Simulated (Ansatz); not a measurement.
# Na2LiBrCl2: complex band structure

Wanted: the relaxed cell of Na2LiBrCl2, its band edges and its decay constants. It is built by putting Li for part of the Na in the Na3BrCl2 structure of space group P-3m1, with the volume rescaled by atomic radii. The parent structure comes from the Materials Project.

Main program and level: Ansatz 0.2.0; PBE DFT, plane waves, PAW files, in the first sound run; inputs show where later runs differ.

This is a report of a sequence of runs, with most program output left out.

The structure was built from a prototype and need not be the compound's stable phase.

**1. Starting point**

It takes space group P-3m1 (No. 164, trigonal). The conventional cell has a = 3.913 Å, b = 3.913 Å, c = 9.589 Å, α = 90.00°, β = 90.00°, γ = 120.00°. Nearest to Li lie 6 Cl at 2.74 Å. Na has 3 Cl at 2.74 Å and 3 Br at 2.83 Å nearest. Br has 6 Na at 2.83 Å nearest. Nearest to Cl lie 3 Na at 2.74 Å and 3 Li at 2.74 Å. It derives from Na3BrCl2. Li for part of the Na in the Na3BrCl2 structure of space group P-3m1. Farther neighbours and most contacts between anions are not listed.

As a file:

```cif
data_structure
_symmetry_space_group_name_H-M 'P-3m1'
_symmetry_Int_Tables_number 164
_cell_length_a 3.9130
_cell_length_b 3.9130
_cell_length_c 9.5890
_cell_angle_alpha 90.000
_cell_angle_beta 90.000
_cell_angle_gamma 120.000
_cell_volume 127.15
loop_
_atom_site_label
_atom_site_type_symbol
_atom_site_symmetry_multiplicity
_atom_site_Wyckoff_symbol
_atom_site_fract_x
_atom_site_fract_y
_atom_site_fract_z
_atom_site_occupancy
Li1 Li 1 b 0.00000 0.00000 0.50000 1
Na1 Na 2 d 0.33333 0.66667 0.17809 1
Br1 Br 1 a 0.00000 0.00000 0.00000 1
Cl1 Cl 2 d 0.33333 0.66667 0.66106 1
```

**2. Cell and atoms at rest**

The substituted atoms don't fit the parent's cell, so cell and atoms relax together. A small smearing keeps the run stable in case the gap closes on the way.

Contents of input.yaml:

```yaml
crystal:
  lattice:
    - [3.9129779097, 0.0, 0.0]
    - [-1.9564889549, 3.3887382743, 0.0]
    - [0.0, 0.0, 9.5889552809]
  atoms:
    - { symbol: Li, position: [0.0, 0.0, 0.5] }
    - { symbol: Na, position: [0.3333333333, 0.6666666667, 0.17809299] }
    - { symbol: Na, position: [0.6666666667, 0.3333333333, 0.82190701] }
    - { symbol: Br, position: [0.0, 0.0, 0.0] }
    - { symbol: Cl, position: [0.3333333333, 0.6666666667, 0.66105673] }
    - { symbol: Cl, position: [0.6666666667, 0.3333333333, 0.33894327] }
kpoints:
  mp_grid: { grid: [6, 6, 2] }
scf:
  occupations: { method: gaussian, width: 0.03 }
hamiltonian:
  xc: pbe
output:
  forces: true
  stress: true
relax:
  f_tol: 0.02
  max_steps: 60
  cell: {}
```

The run is started by

```console
> ansatz run input.yaml --threads 2 --pin off --max-ram 4096MiB --backend cpu --events-out ev --progress --plain --runs-dir out
```

It took 9.2 s on 2 threads of Arm Neoverse V1, shared host; peak memory 0.41 GiB.

Step by step:

```tsv
step	energy less that of the first step (eV)	largest force component (eV/Å)	pressure (GPa)	volume (Å³)
1	0.0000	0.5616	2.04	127.15
2	-0.1287	0.0905	0.69	131.07
3	-0.1398	0.0060	0.33	132.95
4	-0.1416	0.0069	-0.04	134.91
5	-0.1417	0.0008	0.00	134.70
6*	-0.1419	0.0008	0.00	134.70
```

Relaxation steps marked * repeat the geometry before them on a plane-wave basis chosen anew for their cell, so energy and pressure can jump there.

Forces are held to the 12 operations that the run works with; a distortion that breaks them can't arise in this run.

```tsv
conventional cell, symmetrised	before	after	change
a (Å)	3.913	3.974	+1.6 %
b (Å)	3.913	3.974	+1.6 %
c (Å)	9.589	9.847	+2.7 %
volume (Å³/atom)	21.19	22.45	+5.9 %
```

The atoms that moved most (Å, as changes of fractional coordinates times the final cell):

```tsv
atom	dx	dy	dz	length
Cl5	0.000	0.000	-0.169	0.169
Cl6	0.000	0.000	0.169	0.169
Na3	0.000	0.000	-0.085	0.085
Na2	0.000	0.000	0.085	0.085
```

This step gave:

```yaml
free_energy: -8129.9817 eV
fermi_energy: 3.954 eV
pressure: 0.003241 GPa
```

The largest force component on a free atom ends at 7.5e-4 eV/Å.

**3. Band edges**

The energy window and the wavevectors of the next steps follow from the band edges, so these are searched first, off the mesh as well.

Contents of input.yaml:

```yaml
crystal:
  lattice:
    - [3.9742653992, 0.0, 0.0]
    - [-1.9871326996, 3.4418147971, 0.0]
    - [0.0, 0.0, 9.8472259792]
  atoms:
    - { symbol: Li, position: [0.0, 0.0, 0.5] }
    - { symbol: Na, position: [0.3333333333, 0.6666666667, 0.1866764035] }
    - { symbol: Na, position: [0.6666666667, 0.3333333333, 0.8133235965] }
    - { symbol: Br, position: [0.0, 0.0, 0.0] }
    - { symbol: Cl, position: [0.3333333333, 0.6666666667, 0.6438957716] }
    - { symbol: Cl, position: [0.6666666667, 0.3333333333, 0.3561042284] }
kpoints:
  mp_grid: { grid: [8, 8, 4] }
  band_path: { path: [VBM, CBM], npoints: 30 }
scf:
  occupations: { method: fixed }
hamiltonian:
  xc: pbe
output:
  eigenvalues: true
  write_potential: true
  write_density: true
  volumetric_format: npy
```

Run time: 8.5 s. Hardware: 2 threads; peak memory 0.41 GiB; 17 s of CPU time.

Numbers from this step:

- free energy: -8129.9819 eV
- Fermi energy: 1.817 eV
- gap on the k-mesh: 4.274 eV
- gap on path: 4.274 eV, by band count; negative where bands overlap
- direct gap on path: 4.274 eV
- edge places on path: 0, 0 1/A along the path

Levels at VBM (eV): -2.48, -2.15, -1.15, -1.15, -0.98, -0.98, -0.63, 0.00, 0.00, 4.27, 5.73, 6.31.

The searched edges give 4.27 eV, as on the mesh.

**4. Complex bands, plane (100), k-mesh 8×4×8**

This step: PBE DFT, plane waves, PAW files; complex bands by layer matching along the plane's normal (Ansatz 0.2.0).

The same crystal is laid in a cell whose first two vectors span the (100) plane (indices of the standard conventional cell, whose axes can be ordered otherwise than in the bulk input). At fixed energy and wavevector in the plane the solver finds all kz, real and complex. A few wavevectors are listed, (0, 0) and (0.5, 0) in units of the plane's reciprocal vectors; the slowest state needn't be among them.

Contents of input.yaml:

```yaml
crystal:
  lattice:
    - [3.974265399, 0.0, 0.0]
    - [0.0, 9.847225979, 0.0]
    - [1.9871327, 0.0, 3.441814797]
  atoms:
    - { symbol: Li, position: [0.0, 0.5, 0.0] }
    - { symbol: Na, position: [0.3333333333, 0.1866764035, 0.3333333333] }
    - { symbol: Na, position: [0.6666666667, 0.8133235965, 0.6666666667] }
    - { symbol: Br, position: [0.0, 0.0, 0.0] }
    - { symbol: Cl, position: [0.3333333333, 0.6438957716, 0.3333333333] }
    - { symbol: Cl, position: [0.6666666667, 0.3561042284, 0.6666666667] }
kpoints:
  mp_grid: { grid: [8, 4, 8] }
scf:
  occupations: { method: fixed }
hamiltonian:
  xc: pbe
output:
  eigenvalues: true
  transmission:
    leads: [[0, 0]]
    kpoints: [[0.0, 0.0], [0.5, 0.0]]
    e_range: [-1.0, 5.27]
    de: 0.16
```

The job ended after 77 s (2 threads; peak memory 1.2 GiB; 2.6 min of CPU time).

Numbers from this step:

| Item | Value |
| --- | --- |
| level to which the leads are filled | 2.137 eV from the Fermi level |
| decay constant at the filling level, zone centre | 0.3262 Å⁻¹ |
| decay constant at the filling level, slowest listed point | 0.3263 Å⁻¹ |

K parallel (0, 0); values up to 1.5 1/Å, a degenerate pair printed once or twice; energies at which all values exceed this have no row. The Im kz of the slowest decaying states by energy, zero at the highest filled level on the SCF mesh:

```tsv
energy (eV)	decay 1 (Å⁻¹)	decay 2 (Å⁻¹)	decay 3 (Å⁻¹)	decay 4 (Å⁻¹)
-1.00	0.158	0.172	0.306	0.593
-0.68	0.248	0.401	0.440	0.486
-0.52	0.219	0.301	0.426	0.480
-0.20	0.350	0.537	0.651	0.789
-0.04	0.370	0.557	0.683	0.826
0.28	0.169	0.387	0.401	0.589
0.44	0.206	0.414	0.462	0.601
0.76	0.256	0.432	0.558	0.618
0.92	0.274	0.439	0.592	0.625
1.24	0.300	0.449	0.633	0.642
1.56	0.316	0.455	0.637	0.677
1.72	0.321	0.456	0.638	0.691
2.04	0.326	0.456	0.636	0.713
2.20	0.326	0.455	0.634	0.721
2.52	0.321	0.450	0.627	0.734
2.68	0.315	0.446	0.622	0.738
3.00	0.299	0.437	0.610	0.745
3.32	0.272	0.425	0.595	0.749
3.48	0.255	0.418	0.587	0.750
3.80	0.206	0.401	0.567	0.751
3.96	0.172	0.391	0.556	0.754
4.28	0.362	0.374	0.531	0.746
4.44	0.346	0.364	0.517	0.740
4.76	0.309	0.339	0.485	0.724
4.92	0.286	0.325	0.467	0.701
5.24	0.229	0.293	0.426	0.652
```

K parallel (0.5, 0); values up to 1.5 1/Å, a degenerate pair printed once or twice; energies at which all values exceed this have no row. The Im kz of the slowest decaying states by energy, zero at the highest filled level on the SCF mesh:

```tsv
energy (eV)	decay 1 (Å⁻¹)	decay 2 (Å⁻¹)	decay 3 (Å⁻¹)	decay 4 (Å⁻¹)
-1.00	0.0810	0.340	1.28	1.36
-0.68	0.364	0.381	0.506	1.30
-0.36	0.144	0.431	0.557	0.566
-0.04	0.271	0.468	0.580	0.691
0.28	0.334	0.495	0.593	0.782
0.60	0.376	0.515	0.602	0.855
0.92	0.404	0.529	0.607	0.914
1.24	0.425	0.538	0.609	0.964
1.56	0.439	0.543	0.609	1.00
1.88	0.448	0.545	0.606	0.991
2.20	0.454	0.544	0.601	0.953
2.36	0.455	0.542	0.597	0.935
2.68	0.455	0.537	0.589	0.899
3.00	0.452	0.529	0.578	0.863
3.32	0.447	0.518	0.566	0.827
3.64	0.439	0.504	0.550	0.790
3.96	0.428	0.488	0.533	0.751
4.28	0.414	0.468	0.513	0.710
4.60	0.397	0.444	0.489	0.667
4.92	0.378	0.415	0.461	0.620
5.24	0.355	0.380	0.429	0.568
```

At the listed wavevectors the last open channel is at -0.04 eV and the next at +4.28 eV on the grid. At +2.20 eV, the grid energy nearest the filling level (the middle of the gap on the SCF mesh), the slowest state at the listed wavevectors decays with κ = 0.326 Å⁻¹, its amplitude falling by e over 3.1 Å. Through 1 nm of this crystal that state's transmission falls by exp(−2 × 0.326 Å⁻¹ × 10 Å) = 0.0015.

**5. Decay over the two-dimensional zone**

The listed points could miss the slowest state, so one energy near mid-gap is solved on a mesh of 12×4.

Edit input.yaml of step 4 so:

```diff
@@ -20,6 +20,2 @@
   eigenvalues: true
-  transmission:
-    leads: [[0, 0]]
-    kpoints: [[0.0, 0.0], [0.5, 0.0]]
-    e_range: [-1.0, 5.27]
-    de: 0.16
+  transmission: { leads: [[0, 0]], kmesh: [12, 4], e_range: [2.14, 2.15], de: 0.05 }
```

Run time: 88 s. Hardware: 2 threads; peak memory 1.1 GiB; 2.9 min of CPU time.

Numbers from this step:

| Property | Result |
| --- | --- |
| least decay constant on the mesh | 0.3265 Å⁻¹ |

Slowest decay constant (1/Å; 0 where a channel is open) over k1 and k2. At 2.1400 eV from the Fermi level.

Ten even steps from '0' (0.327) to '9' (0.507):
```
677882028877
777891019877
677882028877
677893139877
```
Columns: k1 (b1) from -0.5 to 0.417; rows upwards: k2 (b2) from -0.5 to 0.25.

The least value on the mesh is 0.327 Å⁻¹ at +2.14 eV. At that energy the listed points give about 0.326 Å⁻¹ by interpolation, so the mesh holds no clearly slower state.

**6. Decaying states in the gap, plane (001), k-mesh 8×8×4**

The same for the (001) plane, at (0, 0) and (0.5, 0), to see how the decay depends on direction.

Contents of input.yaml:

```yaml
crystal:
  lattice:
    - [3.974265399, 0.0, 0.0]
    - [1.9871327, 3.441814797, 0.0]
    - [0.0, 0.0, 9.847225979]
  atoms:
    - { symbol: Li, position: [0.0, 0.0, 0.5] }
    - { symbol: Na, position: [0.6666666667, 0.6666666667, 0.1866764035] }
    - { symbol: Na, position: [0.3333333333, 0.3333333333, 0.8133235965] }
    - { symbol: Br, position: [0.0, 0.0, 0.0] }
    - { symbol: Cl, position: [0.6666666667, 0.6666666667, 0.6438957716] }
    - { symbol: Cl, position: [0.3333333333, 0.3333333333, 0.3561042284] }
kpoints:
  mp_grid: { grid: [8, 8, 4] }
scf:
  occupations: { method: fixed }
hamiltonian:
  xc: pbe
output:
  eigenvalues: true
  transmission:
    leads: [[0, 0]]
    kpoints: [[0.0, 0.0], [0.5, 0.0]]
    e_range: [-1.0, 5.27]
    de: 0.13
```

Run time: 18 s. Hardware: 2 threads; peak memory 0.45 GiB.

Numbers from this step:

```
decay constant at the filling level, zone centre          : 0.3439 Å⁻¹
decay constant at the filling level, slowest listed point : 0.3439 Å⁻¹
```

K parallel (0, 0); values up to 1.5 1/Å, a degenerate pair printed once or twice; energies at which all values exceed this have no row. Im kz of the slowest decaying states against energy, zero at the highest filled level on the SCF mesh:

```tsv
energy (eV)	decay 1 (Å⁻¹)	decay 2 (Å⁻¹)	decay 3 (Å⁻¹)	decay 4 (Å⁻¹)
-1.000	0.291	1.40	-	-
-0.480	0.132	0.638	1.37	1.47
0.040	0.255	0.477	1.35	1.42
0.560	0.311	0.778	1.33	1.37
0.950	0.334	0.842	1.32	1.33
1.470	0.348	0.889	1.26	1.30
1.990	0.347	0.912	1.19	1.29
2.510	0.331	0.920	1.12	1.29
3.030	0.298	0.919	1.04	1.28
3.550	0.244	0.911	0.955	1.27
3.940	0.174	0.888	0.900	1.24
4.460	0.791	0.881	1.19	1.24
4.980	0.0321	0.678	0.857	1.12
```

K parallel (0.5, 0); values up to 1.5 1/Å, a degenerate pair printed once or twice; energies at which all values exceed this have no row. Im kz of the slowest decaying states against energy, zero at the highest filled level on the SCF mesh:

```tsv
energy (eV)	decay 1 (Å⁻¹)	decay 2 (Å⁻¹)	decay 3 (Å⁻¹)	decay 4 (Å⁻¹)
-1.00	0.280	0.394	1.35	-
-0.74	0.145	0.360	0.444	1.33
-0.48	0.252	0.268	0.410	1.31
-0.22	0.333	0.447	0.515	1.29
0.04	0.377	0.474	0.614	1.26
0.30	0.409	0.494	0.672	1.24
0.56	0.433	0.509	0.712	1.22
0.69	0.442	0.516	0.728	1.21
0.95	0.458	0.525	0.753	1.18
1.21	0.469	0.532	0.771	1.16
1.47	0.476	0.536	0.785	1.13
1.73	0.481	0.538	0.795	1.11
1.99	0.482	0.538	0.802	1.08
2.25	0.481	0.535	0.806	1.06
2.51	0.478	0.531	0.808	1.03
2.77	0.473	0.525	0.807	1.00
3.03	0.465	0.517	0.805	0.971
3.29	0.455	0.507	0.801	0.941
3.55	0.443	0.496	0.795	0.909
3.68	0.436	0.490	0.792	0.893
3.94	0.420	0.475	0.784	0.859
4.20	0.401	0.459	0.775	0.824
4.46	0.379	0.440	0.765	0.787
4.72	0.354	0.418	0.748	0.753
4.98	0.323	0.393	0.707	0.740
5.24	0.286	0.364	0.663	0.726
```

At the listed wavevectors the last open channel is at -0.74 eV and the next at +4.33 eV on the grid, wider than the gap, since narrow bands can fall between grid energies. At +2.12 eV, the grid energy nearest the filling level (the middle of the gap on the SCF mesh), the slowest state at the listed wavevectors decays with κ = 0.344 Å⁻¹, its amplitude falling by e over 2.9 Å; the first such run, plane (100), gave 0.326 Å⁻¹.

**7. Band edges at another level, cutoff 1197.3 eV**

This step: PBE DFT, plane waves, norm-conserving files (Ansatz 0.2.0).

The edges again with norm-conserving files, at the same atoms. Against that run the cutoff is 1197 eV against 420.

Contents of input.yaml:

```yaml
crystal:
  lattice:
    - [3.9742653992, 0.0, 0.0]
    - [-1.9871326996, 3.4418147971, 0.0]
    - [0.0, 0.0, 9.8472259792]
  atoms:
    - { symbol: Li, position: [0.0, 0.0, 0.5] }
    - { symbol: Na, position: [0.3333333333, 0.6666666667, 0.1866764035] }
    - { symbol: Na, position: [0.6666666667, 0.3333333333, 0.8133235965] }
    - { symbol: Br, position: [0.0, 0.0, 0.0] }
    - { symbol: Cl, position: [0.3333333333, 0.6666666667, 0.6438957716] }
    - { symbol: Cl, position: [0.6666666667, 0.3333333333, 0.3561042284] }
kpoints:
  mp_grid: { grid: [8, 8, 4] }
  band_path: { path: [VBM, CBM], npoints: 30 }
scf:
  occupations: { method: fixed }
hamiltonian:
  xc: pbe
  pseudopotentials: { kind: nc }
output:
  eigenvalues: true
```

Run time: 37 s. Hardware: 2 threads; peak memory 0.78 GiB; 73 s of CPU time.

Numbers from this step:

- free energy: -4120.4238 eV
- Fermi energy: 1.778 eV

Levels at VBM (eV): -2.48, -2.15, -1.15, -1.15, -0.98, -0.98, -0.63, 0.00, 0.00, 4.27, 5.73, 6.31.

The searched edges give 4.27 eV, as on the mesh.

**8. Complex bands at another level**

This step: PBE DFT, plane waves, norm-conserving files; complex bands by layer matching along the plane's normal (Ansatz 0.2.0).

The complex bands at that level, over its own gap, at (0, 0) and (0.5, 0).

Contents of input.yaml:

```yaml
crystal:
  lattice:
    - [3.974265399, 0.0, 0.0]
    - [0.0, 9.847225979, 0.0]
    - [1.9871327, 0.0, 3.441814797]
  atoms:
    - { symbol: Li, position: [0.0, 0.5, 0.0] }
    - { symbol: Na, position: [0.3333333333, 0.1866764035, 0.3333333333] }
    - { symbol: Na, position: [0.6666666667, 0.8133235965, 0.6666666667] }
    - { symbol: Br, position: [0.0, 0.0, 0.0] }
    - { symbol: Cl, position: [0.3333333333, 0.6438957716, 0.3333333333] }
    - { symbol: Cl, position: [0.6666666667, 0.3561042284, 0.6666666667] }
kpoints:
  mp_grid: { grid: [8, 4, 8] }
scf:
  occupations: { method: fixed }
hamiltonian:
  xc: pbe
  pseudopotentials: { kind: nc }
output:
  eigenvalues: true
  transmission:
    leads: [[0, 0]]
    kpoints: [[0.0, 0.0], [0.5, 0.0]]
    e_range: [-1.0, 5.27]
    de: 0.16
```

Wall time 0.22 s (2 threads); peak memory 0.18 GiB.

The program refused the input before any cycle.

The program's message: “Error: memory limit exceeded: the `transmission` phase of `transmission` needs 6.76 GiB against the run's memory maximum of 4.00 GiB; largest carriers: transmission 6.40 GiB, unmodelled-tail allowance …”

**9. The same cell, other settings: scf.eigensolver.kind = "davidson"**

This step: PBE DFT, plane waves, PAW files; complex bands by layer matching along the plane's normal; changed: scf.eigensolver.kind = "davidson" (Ansatz 0.2.0).

This run repeats an earlier one, its twin (the complex run, plane (100)), with one setting changed (scf.eigensolver.kind; files written aside). It is meant to test whether the numerical route changes the result or only the time. Where the input is shown as a difference, that is against the step before, not the twin.

Edit input.yaml of step 8 so:

```diff
@@ -16,5 +16,5 @@
   occupations: { method: fixed }
+  eigensolver: { kind: davidson }
 hamiltonian:
   xc: pbe
-  pseudopotentials: { kind: nc }
 output:
```

Elapsed: 81 s, on 2 threads; peak memory 1.2 GiB.

This step gave:

```
free energy                                               : -8129.9819 eV
Fermi energy                                              : 1.817 eV
decay constant at the filling level, zone centre          : 0.3262 Å⁻¹
decay constant at the filling level, slowest listed point : 0.3263 Å⁻¹
```

K parallel (0, 0); values up to 1.5 1/Å, a degenerate pair printed once or twice; energies at which all values exceed this have no row. The Im kz of the slowest decaying states by energy, zero at the highest filled level on the SCF mesh:

```tsv
energy (eV)	decay 1 (Å⁻¹)	decay 2 (Å⁻¹)	decay 3 (Å⁻¹)	decay 4 (Å⁻¹)
-1.00	0.158	0.172	0.306	0.593
-0.68	0.248	0.401	0.440	0.486
-0.36	0.326	0.511	0.610	0.737
-0.04	0.370	0.557	0.683	0.826
0.28	0.169	0.387	0.401	0.589
0.60	0.234	0.424	0.516	0.610
0.92	0.274	0.439	0.592	0.625
1.24	0.300	0.449	0.633	0.642
1.56	0.316	0.455	0.637	0.677
1.88	0.325	0.457	0.637	0.703
2.20	0.326	0.455	0.634	0.721
2.36	0.324	0.453	0.631	0.728
2.68	0.315	0.446	0.622	0.738
3.00	0.299	0.437	0.610	0.745
3.32	0.272	0.425	0.595	0.749
3.64	0.233	0.410	0.577	0.750
3.96	0.172	0.391	0.556	0.754
4.28	0.362	0.374	0.531	0.746
4.60	0.328	0.352	0.502	0.733
4.92	0.286	0.325	0.467	0.701
5.24	0.229	0.293	0.426	0.652
```

K parallel (0.5, 0); values up to 1.5 1/Å, a degenerate pair printed once or twice; energies at which all values exceed this have no row. The Im kz of the slowest decaying states by energy, zero at the highest filled level on the SCF mesh:

```tsv
energy (eV)	decay 1 (Å⁻¹)	decay 2 (Å⁻¹)	decay 3 (Å⁻¹)	decay 4 (Å⁻¹)
-1.00	0.0810	0.340	1.28	1.36
-0.52	0.408	0.481	0.537	1.29
-0.04	0.271	0.468	0.580	0.691
0.28	0.334	0.495	0.593	0.782
0.76	0.391	0.522	0.605	0.886
1.24	0.425	0.538	0.609	0.964
1.72	0.444	0.545	0.608	1.01
2.20	0.454	0.544	0.601	0.953
2.52	0.455	0.540	0.593	0.917
3.00	0.452	0.529	0.578	0.863
3.48	0.443	0.511	0.558	0.809
3.96	0.428	0.488	0.533	0.751
4.28	0.414	0.468	0.513	0.710
4.76	0.388	0.430	0.476	0.644
5.24	0.355	0.380	0.429	0.568
```

The energy agrees with the twin's within 2e-6 eV and the result to the printed digits, after as many cycles: the change makes no difference here.

**10. Summary of results**

```json
{"band gap": "4.27 eV", "least decay constant at mid-gap, normal to (100)": "0.326 Å⁻¹", "least decay constant at mid-gap, normal to (001)": "0.344 Å⁻¹", "least decay constant on a mesh, normal to (100)": "0.327 Å⁻¹"}
```

In words: With PBE, the slowest decay at the wavevectors tried is κ = 0.326 Å⁻¹, normal to (100). Through such a film the transmission near mid-gap falls as exp(−2κd), a factor of ten every 3.5 Å. The directions tried decay at nearly the same rate. A free electron under a barrier of half the gap would need a mass of 0.19 mₑ to decay at this rate. The compound is made up by substitution; its stability against other phases and against distortions of the cell's symmetry was not tested. A semilocal functional narrows gaps, so real decay constants are likely larger.

[Logs are printed without paths, hosts, clocks, repeated set-up lines and the standing remarks that a program may print on its own settings, such as how far it seeks lower states.]

[Hosts, paths, dates, database ids (printed as entryN), source tags and the programs' standing remarks are cut or masked in the printed files.]
